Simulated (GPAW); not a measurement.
## Ballistic transport through a Re chain with a Li atom on top of one atom, cheap and dear

How well does a Re chain with a Li atom on top of one atom conduct at low bias, and how far do basis and functional move the answer?

Calculated with GPAW 26.7.0; GPAW LCAO, PAW setups; Landauer transmission from Green's functions with principal layers (ASE), zero bias.

## 1. The starting structure

The cell holds 16 atoms: 15 Re and 1 Li. Its edges and angles: a = 9.000 Å, b = 9.000 Å, c = 33.750 Å, α = 90.0°, β = 90.0°, γ = 90.0°. Regions: left lead, 7 atoms (7 Re); channel, 2 atoms (1 Re and 1 Li); right lead, 7 atoms (7 Re). Vacuum lies along a and b. The structure is stacked along c, and the current runs across the ab planes.

As a file:

```cif
data_structure
_symmetry_space_group_name_H-M 'P 1'
_symmetry_Int_Tables_number 1
_cell_length_a 9.0000
_cell_length_b 9.0000
_cell_length_c 33.7500
_cell_angle_alpha 90.000
_cell_angle_beta 90.000
_cell_angle_gamma 90.000
_cell_volume 2733.75
loop_
_atom_site_label
_atom_site_type_symbol
_atom_site_fract_x
_atom_site_fract_y
_atom_site_fract_z
_atom_site_occupancy
Re1 Re 0.50000 0.50000 0.03333 1
Re2 Re 0.50000 0.50000 0.10000 1
Re3 Re 0.50000 0.50000 0.16667 1
Re4 Re 0.50000 0.50000 0.23333 1
Re5 Re 0.50000 0.50000 0.30000 1
Re6 Re 0.50000 0.50000 0.36667 1
Re7 Re 0.50000 0.50000 0.43333 1
Re8 Re 0.50000 0.50000 0.50000 1
Li9 Li 0.76858 0.50000 0.50000 1
Re10 Re 0.50000 0.50000 0.56667 1
Re11 Re 0.50000 0.50000 0.63333 1
Re12 Re 0.50000 0.50000 0.70000 1
Re13 Re 0.50000 0.50000 0.76667 1
Re14 Re 0.50000 0.50000 0.83333 1
Re15 Re 0.50000 0.50000 0.90000 1
Re16 Re 0.50000 0.50000 0.96667 1
```

## 2. GPAW, dzp

The script solves lead and junction separately, takes H and S in the orbital basis, and joins semi-infinite leads through their self-energies; the dzp basis is the working standard.

run.py reads:

```python
import json
import numpy as np
from ase import Atoms
from ase.transport.calculators import TransportCalculator
from gpaw import GPAW, FermiDirac
from gpaw.lcao.tools import get_lcao_hamiltonian
from scipy.linalg import eigh

# The junction with lead layers at both ends, along the third cell vector
device = Atoms(
    ['Re', 'Re', 'Re', 'Re', 'Re', 'Re', 'Re', 'Re', 'Li', 'Re', 'Re', 'Re', 'Re', 'Re', 'Re', 'Re'],
    positions=[
        [4.50000, 4.50000, 1.12500],
        [4.50000, 4.50000, 3.37500],
        [4.50000, 4.50000, 5.62500],
        [4.50000, 4.50000, 7.87500],
        [4.50000, 4.50000, 10.12500],
        [4.50000, 4.50000, 12.37500],
        [4.50000, 4.50000, 14.62500],
        [4.50000, 4.50000, 16.87500],
        [6.91720, 4.50000, 16.87500],
        [4.50000, 4.50000, 19.12500],
        [4.50000, 4.50000, 21.37500],
        [4.50000, 4.50000, 23.62500],
        [4.50000, 4.50000, 25.87500],
        [4.50000, 4.50000, 28.12500],
        [4.50000, 4.50000, 30.37500],
        [4.50000, 4.50000, 32.62500]],
    cell=[[9.0, 0.0, 0.0], [0.0, 9.0, 0.0], [0.0, 0.0, 33.75]],
    pbc=True)

# One principal layer of the lead: the first 5 atoms of the device
lead = Atoms(
    ['Re', 'Re', 'Re', 'Re', 'Re'],
    positions=[
        [4.50000, 4.50000, 1.12500],
        [4.50000, 4.50000, 3.37500],
        [4.50000, 4.50000, 5.62500],
        [4.50000, 4.50000, 7.87500],
        [4.50000, 4.50000, 10.12500]],
    cell=[[9.0, 0.0, 0.0], [0.0, 9.0, 0.0], [0.0, 0.0, 11.25]],
    pbc=True)

settings = dict(mode='lcao', basis='dzp', xc='PBE', h=0.2,
                occupations=FermiDirac(0.1), maxiter=250,
                mixer=dict(beta=0.1, nmaxold=8, weight=100.0),
                convergence=dict(density=0.0001))
energies = np.arange(-2, 2 + 1e-9, 0.05)
eta = 0.0001
n1, n2 = 1, 1
# k and -k transmit alike, so half of the mesh across the current serves
mesh = [(i, j) for i in range(n1) for j in range(n2) if (i, j) <= (-i % n1, -j % n2)]
weights = np.array([1 if (i, j) == (-i % n1, -j % n2) else 2 for i, j in mesh]) / (n1 * n2)

# [... helper functions left out ...]
fermi_lead = ground_state(lead, (1, 1, 10), 'lead.txt')
fermi_device = ground_state(device, (1, 1, 3), 'device.txt')
# [... loop over the mesh left out, but for ...]
        # Shift the lead onto the potential of the device's first layer
        shift = ((H[:, 0, 0] - H0[:, 0, 0]) / S0[0, 0]).real.mean()
# [...]
kT = 8.617333e-5 * 200
bias = [0.1, 0.2, 0.5, 1.0, 1.5, 2.0]
# [... integrals and printing left out ...]
```

On the command line:

```
$ OMP_NUM_THREADS=1 OPENBLAS_NUM_THREADS=1 python run.py
```

What it wrote:

```text
basis functions: device 410, principal layer 135
Fermi level: lead -3.0903 eV, device -2.8514 eV; lead shifted by -0.0013 eV
largest coupling past the next layer 1.50e-06 eV, largest misfit of the first layer 0.073 eV
  E-E_F (eV)   T (one spin)  [channel counts left out]
    -2.000    3.8392e+00
    -1.950    3.8450e+00
    -1.900    3.8486e+00
    -1.850    3.8506e+00
    -1.800    3.8514e+00
    -1.750    3.8511e+00
    -1.700    3.8499e+00
    -1.650    3.8477e+00
    -1.600    3.8444e+00
    -1.550    3.8395e+00
    -1.500    3.8324e+00
    -1.450    3.8217e+00
    -1.400    3.8047e+00
    -1.350    3.7742e+00
    -1.300    3.7094e+00
    -1.250    3.5085e+00
[...]
1.650    2.1683e+00
     1.700    1.9531e+00
     1.750    1.7060e+00
     1.800    1.3854e+00
     1.850    1.0339e+00
     1.900    1.0145e+00
     1.950    1.0053e+00
     2.000    9.9997e-01
conductance at 200 K: 5.8421 G0 a cell; thermopower 0.02722 uV/K
current from the zero-bias T(E) at 0.1 V: 45.263 uA
current from the zero-bias T(E) at 0.2 V: 90.514 uA
current from the zero-bias T(E) at 0.5 V: 226.1 uA
current from the zero-bias T(E) at 1.0 V: 450.98 uA
current from the zero-bias T(E) at 1.5 V: 673 uA
current from the zero-bias T(E) at 2.0 V: 886.16 uA
```

The job ended after 5 min (1 thread of Arm Neoverse N1, shared host; peak memory 1.4 GiB).

This step gave:

```
conductance                                    : 5.842 G₀
largest coupling past the next principal layer : 1.50e-6 eV
largest misfit of the first principal layer    : 0.07317 eV
shift that aligns the lead                     : -0.001312 eV
basis functions of the junction                : 410
basis functions of a principal layer           : 135
transmission at the Fermi level (one spin)     : 5.843
```

One spin. Transmission, zone mean against energy, zero at the Fermi level:

energy (eV), transmission, zone mean and a bar from the least value:
```
    -2.00       3.84 ##################
    -1.85       3.85 ##################
    -1.70       3.85 ##################
    -1.60       3.84 ##################
    -1.45       3.82 #################
    -1.30       3.71 #################
    -1.15       3.92 ##################
    -1.05       5.33 ###########################
    -0.90       5.65 #############################
    -0.75       5.75 #############################
    -0.60       5.79 ##############################
    -0.50       5.81 ##############################
    -0.35       5.83 ##############################
    -0.20       5.84 ##############################
    -0.05       5.84 ##############################
     0.00       5.84 ##############################
     0.05       5.84 ##############################
     0.20       5.82 ##############################
     0.35       5.79 ##############################
     0.50       5.75 #############################
     0.60       5.70 #############################
     0.75       5.60 ############################
     0.90       5.38 ###########################
     1.05       4.16 ####################
     1.15       3.25 ##############
     1.30       2.97 ############
     1.45       2.73 ###########
     1.60       2.36 ########
     1.70       1.95 ######
     1.85       1.03 
     2.00       1.00
```

Not self-consistent under bias; the bias window is split evenly. Current through one cell, from the zero-bias transmission against bias:

```
bias (V)  current through one cell, from the zero-bias transmission (mA)
   0.100                                                          0.0453
   0.200                                                          0.0905
   0.500                                                           0.226
   1.000                                                           0.451
   1.500                                                           0.673
   2.000                                                           0.886
```

The transmission of the three most open eigenchannels by energy, zero at the Fermi level:

```
energy (eV)  channel 1  channel 2  channel 3
      -2.00      0.999      0.998      0.985
      -1.85      0.999      0.998      0.982
      -1.70      0.999      0.998      0.978
      -1.60      0.999      0.998      0.976
      -1.45      0.999      0.998      0.974
      -1.30      0.999      0.998      0.974
      -1.15      0.999      0.999      0.996
      -1.05      0.999      0.999      0.992
      -0.90      0.999      0.999      0.996
      -0.75      0.999      0.999      0.997
      -0.60      0.999      0.998      0.998
      -0.50      0.999      0.998      0.997
      -0.35      0.999      0.998      0.997
      -0.20      0.999      0.998      0.997
      -0.05      0.999      0.998      0.997
       0.00      0.999      0.998      0.997
       0.05      0.999      0.998      0.997
       0.20      0.999      0.998      0.997
       0.35      0.999      0.998      0.997
       0.50      0.999      0.998      0.997
       0.60      0.999      0.998      0.996
       0.75      0.999      0.998      0.992
       0.90      0.999      0.997      0.990
       1.05      0.999      0.990      0.983
       1.15      0.998      0.997      0.960
       1.30      0.999      0.985      0.907
       1.45      0.999      0.953      0.779
       1.60      0.999      0.863      0.486
       1.70      0.999      0.710      0.227
       1.85      0.999     0.0198     0.0149
       2.00      0.999     8.4e-4     8.1e-6
```

Couplings past the next layer reach 1.5e-6 eV, small enough to drop; the matrix elements of the cell's first layer differ from the bulk lead's by up to 0.073 eV. That layer keeps its own values in the calculation, and only beyond it is the lead taken as perfect. The Fermi levels of lead and junction count from different zeros of potential, one for each periodic cell; with both set to zero, the small remaining shift is what aligns them. Without spin-orbit coupling, which is large for these atoms, channel counts and T are those of the scalar-relativistic bands. By hand: G = 5.842 × 77.48 μS = 453 μS, a resistance of 2.21 kΩ; at 0.1 V a linear junction would pass 45.3 μA, and the integral over the bias window gives 45.3 μA.

## 3. Single-zeta polarised basis

One radial function a shell plus polarisation makes the matrices smaller; the question is what that costs.

run.py, as its differences from that of step 2:

```diff
@@ -43,3 +43,3 @@
 
-settings = dict(mode='lcao', basis='dzp', xc='PBE', h=0.2,
+settings = dict(mode='lcao', basis='szp(dzp)', xc='PBE', h=0.2,
                 occupations=FermiDirac(0.1), maxiter=250,
```

What it wrote:

```text
basis functions: device 229, principal layer 75
Fermi level: lead -2.9483 eV, device -2.7005 eV; lead shifted by -0.0062 eV
largest coupling past the next layer 1.50e-06 eV, largest misfit of the first layer 0.076 eV
  E-E_F (eV)   T (one spin)  [channel counts left out]
    -2.000    3.8411e+00
    -1.950    3.8455e+00
    -1.900    3.8481e+00
    -1.850    3.8496e+00
    -1.800    3.8502e+00
    -1.750    3.8500e+00
    -1.700    3.8492e+00
    -1.650    3.8477e+00
    -1.600    3.8450e+00
    -1.550    3.8412e+00
    -1.500    3.8357e+00
    -1.450    3.8276e+00
    -1.400    3.8150e+00
    -1.350    3.7940e+00
    -1.300    3.7536e+00
    -1.250    3.6517e+00
[...]
1.650    1.8769e+00
     1.700    1.7034e+00
     1.750    1.4654e+00
     1.800    1.0196e+00
     1.850    1.0113e+00
     1.900    1.0050e+00
     1.950    9.9914e-01
     2.000    9.9910e-01
conductance at 200 K: 5.8341 G0 a cell; thermopower 0.03145 uV/K
current from the zero-bias T(E) at 0.1 V: 45.201 uA
current from the zero-bias T(E) at 0.2 V: 90.39 uA
current from the zero-bias T(E) at 0.5 V: 225.78 uA
current from the zero-bias T(E) at 1.0 V: 450.21 uA
current from the zero-bias T(E) at 1.5 V: 671.14 uA
current from the zero-bias T(E) at 2.0 V: 881.21 uA
```

Run time: 3.1 min. Hardware: 1 thread; peak memory 1.3 GiB.

Numbers from this step:

* conductance: 5.834 G₀
* largest misfit of the first principal layer: 0.07639 eV
* shift that aligns the lead: -0.006247 eV
* basis functions of the junction: 229
* basis functions of a principal layer: 75
* transmission at the Fermi level (one spin): 5.835

One spin. Transmission, zone mean against energy, zero at the Fermi level:

```
energy (eV)  transmission, zone mean
      -2.00                     3.84
      -1.85                     3.85
      -1.70                     3.85
      -1.60                     3.85
      -1.45                     3.83
      -1.30                     3.75
      -1.15                     3.70
      -1.05                     5.11
      -0.90                     5.60
      -0.75                     5.73
      -0.60                     5.78
      -0.50                     5.80
      -0.35                     5.82
      -0.20                     5.83
      -0.05                     5.84
       0.00                     5.83
       0.05                     5.83
       0.20                     5.81
       0.35                     5.78
       0.50                     5.72
       0.60                     5.67
       0.75                     5.52
       0.90                     5.25
       1.05                     4.30
       1.15                     3.01
       1.30                     2.79
       1.45                     2.50
       1.60                     2.04
       1.70                     1.70
       1.85                     1.01
       2.00                    0.999
```

Not self-consistent under bias; the bias window is split evenly. Table of current through one cell, from the zero-bias transmission by bias:

```
bias (V)  current through one cell, from the zero-bias transmission (mA)
   0.100                                                          0.0452
   0.200                                                          0.0904
   0.500                                                           0.226
   1.000                                                           0.450
   1.500                                                           0.671
   2.000                                                           0.881
```

Table of transmission of the three most open eigenchannels by energy, zero at the Fermi level:

```
energy (eV)  channel 1  channel 2  channel 3
      -2.00      0.999      0.998      0.981
      -1.90      0.999      0.998      0.978
      -1.80      0.999      0.998      0.976
      -1.70      0.999      0.998      0.973
      -1.55      0.999      0.998      0.970
      -1.45      0.999      0.998      0.969
      -1.35      0.999      0.998      0.969
      -1.25      0.999      0.997      0.970
      -1.15      0.999      0.987      0.944
      -1.05      0.999      0.999      0.989
      -0.90      0.999      0.999      0.995
      -0.80      0.999      0.999      0.997
      -0.70      0.999      0.998      0.997
      -0.60      0.999      0.998      0.998
      -0.50      0.999      0.998      0.998
      -0.40      0.999      0.998      0.997
      -0.25      0.999      0.998      0.997
      -0.15      0.999      0.998      0.997
      -0.05      0.999      0.998      0.997
       0.00      0.999      0.998      0.997
       0.05      0.999      0.998      0.996
       0.15      0.999      0.998      0.996
       0.25      0.999      0.998      0.997
       0.40      0.999      0.998      0.997
       0.50      0.999      0.998      0.997
       0.60      0.998      0.998      0.995
       0.70      0.998      0.998      0.992
       0.80      0.999      0.997      0.992
       0.90      0.999      0.997      0.990
       1.05      0.999      0.993      0.972
       1.15      0.998      0.996      0.924
       1.25      0.999      0.988      0.859
       1.35      0.999      0.972      0.743
       1.45      0.999      0.943      0.547
       1.55      0.999      0.885      0.288
       1.70      0.999      0.641     0.0341
       1.80      0.999     0.0190    0.00134
       1.90      0.999    0.00557     2.7e-4
       2.00      0.999     3.4e-6    5.0e-11
```

The conductance equals that of the dzp run to 0.2 %.

## 4. Minimal basis

The minimal basis is the cheapest rung: no second zeta and no polarisation.

run.py, as its differences from that of step 3:

```diff
@@ -43,3 +43,3 @@
 
-settings = dict(mode='lcao', basis='szp(dzp)', xc='PBE', h=0.2,
+settings = dict(mode='lcao', basis='sz(dzp)', xc='PBE', h=0.2,
                 occupations=FermiDirac(0.1), maxiter=250,
```

What it wrote:

```text
basis functions: device 181, principal layer 60
Fermi level: lead -2.9933 eV, device -2.7040 eV; lead shifted by -0.0074 eV
largest coupling past the next layer 1.49e-06 eV, largest misfit of the first layer 0.089 eV
  E-E_F (eV)   T (one spin)  [channel counts left out]
    -2.000    3.8018e+00
    -1.950    3.8053e+00
    -1.900    3.8078e+00
[...]
1.950    1.0061e+00
     2.000    9.9900e-01
conductance at 200 K: 5.8051 G0 a cell; thermopower 0.06768 uV/K
current from the zero-bias T(E) at 0.1 V: 44.975 uA
current from the zero-bias T(E) at 0.2 V: 89.934 uA
current from the zero-bias T(E) at 0.5 V: 224.56 uA
current from the zero-bias T(E) at 1.0 V: 446.78 uA
current from the zero-bias T(E) at 1.5 V: 664.11 uA
current from the zero-bias T(E) at 2.0 V: 868.63 uA
```

Elapsed: 2.2 min, on 1 thread; peak memory 1.2 GiB.

Numbers from this step:

```
conductance                                    : 5.805 G₀
largest coupling past the next principal layer : 1.49e-6 eV
largest misfit of the first principal layer    : 0.08883 eV
shift that aligns the lead                     : -0.007415 eV
basis functions of the junction                : 181
basis functions of a principal layer           : 60
transmission at the Fermi level (one spin)     : 5.806
```

One spin. Transmission, zone mean against energy, zero at the Fermi level:

| energy (eV) | transmission, zone mean |
| --- | --- |
| -2.000 | 3.80 |
| -1.800 | 3.81 |
| -1.600 | 3.81 |
| -1.400 | 3.79 |
| -1.200 | 3.37 |
| -1.000 | 5.51 |
| -0.800 | 5.71 |
| -0.600 | 5.77 |
| -0.400 | 5.80 |
| -0.200 | 5.81 |
| -0.150 | 5.81 |
| 0.000 | 5.81 |
| 0.200 | 5.77 |
| 0.400 | 5.69 |
| 0.600 | 5.51 |
| 0.800 | 5.14 |
| 1.000 | 4.50 |
| 1.200 | 2.87 |
| 1.400 | 2.60 |
| 1.600 | 1.97 |
| 1.800 | 1.04 |
| 2.000 | 0.999 |

The conductance, 5.81 G₀, lies 0.6 % below that of the dzp run.

## 5. revPBE in the dzp basis: xc = "revPBE"

Back in the dzp basis, the functional changes from PBE to revPBE, to set the spread between functionals beside that between bases.

run.py, as its differences from that of step 4:

```diff
@@ -43,3 +43,3 @@
 
-settings = dict(mode='lcao', basis='sz(dzp)', xc='PBE', h=0.2,
+settings = dict(mode='lcao', basis='dzp', xc='revPBE', h=0.2,
                 occupations=FermiDirac(0.1), maxiter=250,
```

What it wrote:

```text
basis functions: device 410, principal layer 135
Fermi level: lead -3.0156 eV, device -2.7759 eV; lead shifted by -0.0035 eV
largest coupling past the next layer 1.45e-06 eV, largest misfit of the first layer 0.069 eV
  E-E_F (eV)   T (one spin)  [channel counts left out]
    -2.000    3.8377e+00
    -1.950    3.8440e+00
    -1.900    3.8481e+00
[...]
1.950    1.0091e+00
     2.000    1.0018e+00
conductance at 200 K: 5.8411 G0 a cell; thermopower 0.02438 uV/K
current from the zero-bias T(E) at 0.1 V: 45.255 uA
current from the zero-bias T(E) at 0.2 V: 90.499 uA
current from the zero-bias T(E) at 0.5 V: 226.07 uA
current from the zero-bias T(E) at 1.0 V: 450.97 uA
current from the zero-bias T(E) at 1.5 V: 673.08 uA
current from the zero-bias T(E) at 2.0 V: 886.55 uA
```

Wall time 4.8 min (1 thread); peak memory 1.4 GiB.

Numbers from this step:

| Item | Value |
| --- | --- |
| conductance | 5.841 G₀ |
| largest coupling past the next principal layer | 1.45e-6 eV |
| largest misfit of the first principal layer | 0.06889 eV |
| shift that aligns the lead | -0.003502 eV |
| basis functions of the junction | 410 |
| basis functions of a principal layer | 135 |
| transmission at the Fermi level (one spin) | 5.841 |

One spin. The transmission, zone mean by energy, zero at the Fermi level:

```csv
energy (eV),"transmission, zone mean"
-2.00,3.84
-1.85,3.85
-1.70,3.85
-1.60,3.84
-1.45,3.82
-1.30,3.71
-1.15,3.92
-1.05,5.28
-0.90,5.64
-0.75,5.75
-0.60,5.79
-0.50,5.81
-0.35,5.83
-0.20,5.84
-0.05,5.84
0.00,5.84
0.05,5.84
0.20,5.82
0.35,5.79
0.50,5.75
0.60,5.71
0.75,5.61
0.90,5.40
1.05,4.10
1.15,3.28
1.30,3.00
1.45,2.76
1.60,2.42
1.70,2.04
1.85,1.05
2.00,1.00
```

The conductance equals that of the dzp run to 0.2 %.

## 6. All levels side by side

Times are for 1 thread of Arm Neoverse N1, shared host. Results by setting:

```
no.         run  conductance (G₀)     time  memory (GiB)
  1         dzp             5.842    5 min           1.4
  2         szp             5.834  3.1 min           1.3
  3          sz             5.805  2.2 min           1.2
  4  dzp revPBE             5.841  4.8 min           1.4
```

(Continued in part 2 of 2.)

[Logs are printed without paths, hosts, clocks, repeated set-up lines and the standing remarks that a program may print on its own settings, such as how far it seeks lower states.]

[Hosts, paths, dates, database ids (printed as entryN), source tags and the programs' standing remarks are cut or masked in the printed files.]
